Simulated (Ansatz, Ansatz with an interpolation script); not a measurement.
Records of electronic-structure calculations.

```cif
data_alh3
_symmetry_space_group_name_H-M 'R-3c:H'
_symmetry_Int_Tables_number 167
_cell_length_a 4.4493
_cell_length_b 4.4493
_cell_length_c 11.8037
_cell_angle_alpha 90.000
_cell_angle_beta 90.000
_cell_angle_gamma 120.000
_cell_volume 202.36
loop_
_atom_site_label
_atom_site_type_symbol
_atom_site_symmetry_multiplicity
_atom_site_Wyckoff_symbol
_atom_site_fract_x
_atom_site_fract_y
_atom_site_fract_z
_atom_site_occupancy
Al1 Al 6 b 0.00000 0.00000 0.50000 1
H1 H 18 e 0.96133 0.66667 0.41667 1
_calc_subject 'From a coarse GW mesh to bands everywhere: AlH3 (R-3c)'
_calc_method 'DFT, LDA, plane waves, PAW; PAW set soft_1 (and 3 further levels or steps)'
_calc_program 'Ansatz 0.2.0 and Ansatz with an interpolation script 0.2.0'
_calc_settings_of_one_run 'cutoff 420 eV, 4×4×4 k-mesh, smearing width 0.02 eV, PAW set soft 1'
_calc_notes 'The cell and positions come from the Crystallography Open Database and are kept as given unless a step says otherwise. At the band edge the lightest electron mass is 0.21 m_e at the start and 0.24 m_e in G0W0; the G0W0 masses rest on corrections from the 4×4×4 mesh alone and are rough. Bands and cutoff are finite, so the gap is not at the basis limit. The miss can reach some tenths of an eV and take either sign; the mesh is an error of its own. Above the frozen window of the model the interpolated levels need not meet the computed ones, even at points of the mesh.'
_calc_lda_gap '1.94 eV'
_calc_g0w0_gap_over_the_zone '4.19 eV, indirect'
_calc_least_direct_g0w0_gap_in_the_model '4.31 eV'
_calc_gw_settings '4×4×4 mesh, 281 empty bands, screening to 150 eV, PAW set soft_1 files'
_calc_known_limits 'not at the basis limit'
```

[Paths, hosts, dates, memory and timing lines, banners, echoed tables and standing remarks are left out of the program output.]

[Logs are printed without paths, hosts, clocks, repeated set-up lines and the standing remarks that a program may print on its own settings, such as how far it seeks lower states.]

[Runs of the session that timed out or met a known fault of the program may be left out.]

[Hosts, paths, dates, database ids (printed as entryN), source tags and the programs' standing remarks are cut or masked in the printed files.]
